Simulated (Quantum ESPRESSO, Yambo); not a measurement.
# A GW chain in Yambo: Diamond (Fd-3m, 2 atoms a cell), part 2 of 3

Wanted: ground state, empty states, screening and self-energy for Diamond (Fd-3m, 2 atoms a cell).

Quantum ESPRESSO 7.5 and Yambo 5.3.0; PBE and many-body steps on it, plane waves. Known limits of the many-body steps: not at the basis limit; coarse k mesh.

So far. Step 2 (Ground state): The gap is indirect, with the least direct gap 1.40 eV higher. Step 3 (Bands along the symmetry lines): The gap is 4.190 eV, −0.039 eV from the run before at this level.

## 4. Empty states on the mesh, 6×6×6 mesh, 29 bands

Level of this step: DFT, PBE, plane waves, norm-conserving pseudopotentials (Quantum ESPRESSO).

The sums over transitions need many empty states on a uniform mesh; this step solves for them.

pw.in

```
&control
  calculation = 'nscf'
  prefix = 'x'
  outdir = 'o'
  pseudo_dir = 'pseudo'
/
&system
  ibrav = 0
  nat = 2
  ntyp = 1
  ecutwfc = 74.0
  nbnd = 29
  force_symmorphic = .true.
/
&electrons
  conv_thr = 1e-9
  electron_maxstep = 80
  diago_full_acc = .true.
  diago_thr_init = 5e-6
/
ATOMIC_SPECIES
  C 12.011 C.upf
CELL_PARAMETERS angstrom
  -0.0000000000 1.7833700000 1.7833700000
  1.7833700000 -0.0000000000 1.7833700000
  1.7833700000 1.7833700000 0.0000000000
ATOMIC_POSITIONS crystal
  C 0.0000000000 0.0000000000 0.0000000000
  C 0.2500000000 0.2500000000 0.2500000000
K_POINTS automatic
  6 6 6 0 0 0
```

Run with:

```sh
$ OMP_NUM_THREADS=1 mpirun -n 4 pw.x -nk 4 -in pw.in > pw.out
```

The program printed:

```text
[banner, memory and clock lines left out]
Program PWSCF v.7.5 starts

     Atomic positions and unit cell read from directory:
     o/x.save/

     Message from routine setup:
     using ibrav=0 with symmetry is DISCOURAGED, use correct ibrav instead

     G-vector sticks info

     bravais-lattice index     =            0
     lattice parameter (alat)  =       4.7660  a.u.
     unit-cell volume          =      76.5510 (a.u.)^3
     number of atoms/cell      =            2
     number of atomic types    =            1
     number of electrons       =         8.00
     number of Kohn-Sham states=           29
     kinetic-energy cutoff     =      74.0000  Ry
     charge density cutoff     =     296.0000  Ry
     Exchange-correlation= PBE
                           (   1   4   3   4   0   0   0)

     celldm(1)=   4.766014  celldm(2)=   0.000000  celldm(3)=   0.000000
     celldm(4)=   0.000000  celldm(5)=   0.000000  celldm(6)=   0.000000

     crystal axes: (cart. coord. in units of alat)
               a(1) = (  -0.000000   0.707107   0.707107 )
               a(2) = (   0.707107  -0.000000   0.707107 )
               a(3) = (   0.707107   0.707107   0.000000 )

     reciprocal axes: (cart. coord. in units 2 pi/alat)
               b(1) = ( -0.707107  0.707107  0.707107 )
               b(2) = (  0.707107 -0.707107  0.707107 )
               b(3) = (  0.707107  0.707107 -0.707107 )
     Pseudo is Norm-conserving + core correction, Zval =  4.0
     Generated using ONCVPSP code by D. R. Hamann
     Using radial grid of 1248 points,  4 beta functions with:
     C                 4.00    12.01100     C ( 1.00)

     24 Sym. Ops. (no inversion) found

   Cartesian axes

     site n.     atom                  positions (alat units)
         1        C      tau(   1) = (   0.0000000   0.0000000   0.0000000  )
         2        C      tau(   2) = (   0.3535534   0.3535534   0.3535534  )

     number of k points=    16
                       cart. coord. in units 2pi/alat
        k(    1) = (   0.0000000   0.0000000   0.0000000), wk =   0.0092593
        k(    2) = (   0.1178511   0.1178511  -0.1178511), wk =   0.0740741
        k(    3) = (   0.2357023   0.2357023  -0.2357023), wk =   0.0740741
[...]
[... 4 further rows ...]
        k(   15) = (  -0.1178511  -0.3535534   0.5892557), wk =   0.2222222
        k(   16) = (  -0.7071068   0.2357023   0.0000000), wk =   0.1111111

     Dense  grid:     6615 G-vectors     FFT dimensions: (  27,  27,  27)

     The potential is recalculated from file :
     o/x.save/charge-density

     Starting wfcs are    8 randomized atomic wfcs +   21 random wfcs

     Band Structure Calculation

     End of band structure calculation

          k = 0.0000 0.0000 0.0000 (   869 PWs)   bands (ev):

    -8.1303  13.3585  13.3585  13.3585  18.9841  18.9841  18.9841  26.6878
    32.6551  40.2185  40.2185  40.9884  40.9884  40.9884  48.1681  60.6130
    60.6130  60.6130  81.5255  81.5255  81.5255  85.7548  85.7548  87.9125
    87.9125  87.9125  92.3830  92.3830  92.3830

          k = 0.1179 0.1179-0.1179 (   830 PWs)   bands (ev):

[...]
88.8027  89.9225  89.9225  97.2442 101.3022

          k = 0.2357 0.2357-0.2357 (   823 PWs)   bands (ev):

[...]
34.3199  36.7661  36.7661  38.6444  52.6120  52.6120  57.2882  57.6784
    57.6784  63.1509  71.6978  71.6978  77.7402  81.1449  81.1449  88.2087
    88.2087  90.9546  91.2942  91.2991  91.2991

          k =-0.3536-0.3536 0.3536 (   832 PWs)   bands (ev):

     [... further k-points ...]

     highest occupied, lowest unoccupied level (ev):    13.3585   17.5657

     XML data file, pseudopotentials, collected wavefunctions
```

Run time: 1.2 s. Hardware: 4 MPI ranks of Arm Neoverse V1, shared host; peak memory 0.05 GiB; 4.6 s of CPU time.

Numbers from this step:

```
gap                                                           : 4.207 eV
k of the valence top                                          : 0, 0, 0
k of the conduction bottom                                    : 0, 0.3333, 0.3333
least direct gap                                              : 5.626 eV
k points computed                                             : 16
lowest point of the top converged band, above the valence top : 77.6833 eV
```

On this mesh the gap is 4.207 eV.

## 5. Conversion and set-up

This step: Yambo 5.3.0; conversion and set-up on PBE, plane waves, norm-conserving pseudopotentials.

The states are converted to the many-body program's format and the q mesh is built.

Run with:

```sh
$ (cd o/x.save; p2y > p2y.log; mv SAVE ../..); yambo > setup.log
```

The program printed:

```text
 Yambo, version 5.3.0

 [02] CORE Variables Setup
 =========================

  [02.01] Unit cells
  ==================

  Cell kind             :  FCC
  Atoms in the cell     :  C
  number of C  atoms    :  2

  List of atomic masses
  Mass of C     :  12.01100

  List of atomic coordinates    : [cc]
  C1       :  0.000000  0.000000  0.000000  order 1
  C2       :  1.685040  1.685040  1.685040  order 2

  Alat factors          :  3.370081  3.370081  3.370081 [a.u.]
  Direct lattice volume :  76.55102 [a.u.]
  Direct lattice vectors:  A[ 1 ]  A[ 2 ]  A[ 3 ]
   A[ 1 ]: -0.000000  1.000000  1.000000  [iru]
  -0.000000  3.370081  3.370081  [cc]
   A[ 2 ]:  1.000000 -0.000000  1.000000  [iru]
   3.370081 -0.000000  3.370081  [cc]
   A[ 3 ]:  1.000000  1.000000  0.000000  [iru]
   3.370081  3.370081  0.000000  [cc]

  Recip. lattice volume :  3.240325 [a.u.]
  Recip. lattice vectors:  B[ 1 ]  B[ 2 ]  B[ 3 ]
   B[ 1 ]: -0.500000  0.500000  0.500000  [iku]
  -0.932201  0.932201  0.932201  [cc]
   B[ 2 ]:  0.500000 -0.500000  0.500000  [iku]
   0.932201 -0.932201  0.932201  [cc]
   B[ 3 ]:  0.500000  0.500000 -0.500000  [iku]
   0.932201  0.932201 -0.932201  [cc]

  [02.02] Symmetries
  ==================

  Inversion symmetry    : yes
  Spatial inversion     : no
  Inversion index       :  25
  K-space Time-reversal : yes
  Magnetic symmetries   : no
  Time-reversal derived K-space symmetries:   25   48
  Group table correct   : yes
  Symmetries units      :  [cc]

   [S  1]:   1.0000     -0.26553E-16 -0.26553E-16 -0.26553E-16   1.0000      0.26553E-16  0.26553E-16  0.26553E-16   1.0000
   [S  2]:  -1.0000      0.26553E-16 -0.26553E-16  0.26553E-16  -1.0000      0.26553E-16 -0.26553E-16 -0.26553E-16   1.0000
   [S  3]:  -1.0000     -0.26553E-16  0.26553E-16  0.26553E-16   1.0000     -0.26553E-16 -0.26553E-16  0.26553E-16  -1.0000
[...]
[S  9]: -0.26553E-16   1.0000     -0.26553E-16  0.26553E-16 -0.26553E-16   1.0000       1.0000      0.26553E-16  0.26553E-16
   [S 10]: -0.26553E-16  -1.0000      0.26553E-16  0.26553E-16  0.26553E-16  -1.0000       1.0000     -0.26553E-16 -0.26553E-16
     [... 36 further rows ...]
   [S*47]:   1.0000     -0.26553E-16  0.26553E-16 -0.26553E-16  0.26553E-16  -1.0000      0.26553E-16   1.0000     -0.26553E-16
   [S*48]:   1.0000      0.26553E-16 -0.26553E-16 -0.26553E-16 -0.26553E-16   1.0000      0.26553E-16  -1.0000      0.26553E-16

  [02.03] Reciprocal space
  ========================

  nG shells         :  117
  nG charge         :   6615
  nG WFs            :  1182
  nC WFs            :   869
  G-vecs. in first 11 shells:  [ Number ]
     1    9   15   27   51   59   65   89  113
   137  169
  ...
  Shell energy in first 11 shells:  [ mHa ]
    0.00000      1303.50      1738.00      3475.99      4779.49      5213.99      6951.99      8255.49      8689.99
    10428.0      11731.5
  ...

  [02.04] K-grid lattice
[...]
WF components:   826
  K [16]         [rlu]:  0.166667 -0.500000 -0.333333
         WF components:   820

  [02.05] Energies & Occupations
  ==============================

  [X] === General ===
  [X] Electronic Temperature                        :  0.000000  0.000000 [eV K]
  [X] Bosonic    Temperature                        :  0.000000  0.000000 [eV K]
  [X] Finite Temperature mode                       : no
  [X] El. density                                   :  0.70524E+24 [cm-3]
  [X] Fermi Level                                   :  13.35851 [eV]

  [X] === Gaps and Widths ===
  [X] Conduction Band Min                           :  4.207157 [eV]
  [X] Valence Band Max                              :  0.000000 [eV]
  [X] Filled Bands                                  :   4
  [X] Empty Bands                                   :   5  29
  [X] Direct Gap                                    :  5.625541 [eV]
  [X] Direct Gap localized at k                     :  1
  [X] Indirect Gap                                  :  4.207157 [eV]
  [X] Indirect Gap between kpts                     :   1  10
  [X] Last valence band width                       :  7.820920 [eV]
  [X] 1st conduction band width                     :  4.646056 [eV]

  E @ K [ 1]:  [eV]
   -21.4889    -0.142679E-6 -0.141362E-6   0.00000      5.62554      5.62554      5.62554      13.3293
  occ @ K [ 1]
   2.000000  2.000000  2.000000  2.000000  0.000000  0.000000  0.000000  0.000000
  E @ K [ 2]:  [eV]
  -20.72244  -3.75770  -1.02506  -1.02506   6.96960   6.96960   7.43379  13.96857
  occ @ K [ 2]
[...]
E @ K [ 3]:  [eV]
[...]
occ @ K [ 3]
[...]
E @ K [ 8]:  [eV]
[...]
occ @ K [ 8]
[...]
E @ K [ 9]:  [eV]
[...]
occ @ K [ 9]
[...]
E @ K [10]:  [eV]
[...]
occ @ K [10]
[...]
E @ K [11]:  [eV]
[...]
occ @ K [11]
[...]
E @ K [12]:  [eV]
[...]
occ @ K [12]
[...]
E @ K [13]:  [eV]
[...]
occ @ K [13]
[...]
E @ K [14]:  [eV]
[...]
occ @ K [14]
[...]
E @ K [15]:  [eV]
[...]
occ @ K [15]
[...]
E @ K [16]:  [eV]
  -12.23250 -12.23250  -7.82092  -7.82092   8.28166   8.28166  14.53876  14.53876
  occ @ K [16]
   2.000000  2.000000  2.000000  2.000000  0.000000  0.000000  0.000000  0.000000

 [03] Transferred momenta grid and indexing
 ==========================================

 IBZ Q-points                                      :  16
 BZ  Q-points                                      :  216

 K/Q-points units:
 rlu = crystal or reduced units; cc = cartesian coordinates; iku = interal k-units

 Q [ 1]         [rlu]:  0.000000  0.000000  0.000000
 Q [ 2]         [rlu]:  0.39018E-17  0.39018E-17  0.16667
 Q [ 3]         [rlu]:  0.78036E-17  0.78036E-17  0.33333
[...]
Q [ 8]         [rlu]:  0.84430E-16  0.16667     -0.33333
 Q [ 9]         [rlu]: -0.37578E-16  0.16667     -0.16667
 Q [10]         [rlu]:  0.17390E-18  0.33333      0.33333
     [... 4 further rows ...]
 Q [15]         [rlu]:  0.166667  0.333333 -0.333333
 Q [16]         [rlu]:  0.166667 -0.500000 -0.333333

  [03.01] X indexes
  =================

   [03.01.01] Sigma indexes
   ========================

 [06] Game Over & Game summary
```

Elapsed: 1.7 s, on 1 MPI rank; peak memory 0.23 GiB.

[end of part 2 of 3]

[Paths, hosts, dates, memory and timing lines, banners, echoed tables and standing remarks are left out of the program output.]

[Logs are printed without paths, hosts, clocks, repeated set-up lines and the standing remarks that a program may print on its own settings, such as how far it seeks lower states.]

[Runs of the session that timed out or met a known fault of the program may be left out.]

[Hosts, paths, dates, database ids (printed as entryN), source tags and the programs' standing remarks are cut or masked in the printed files.]
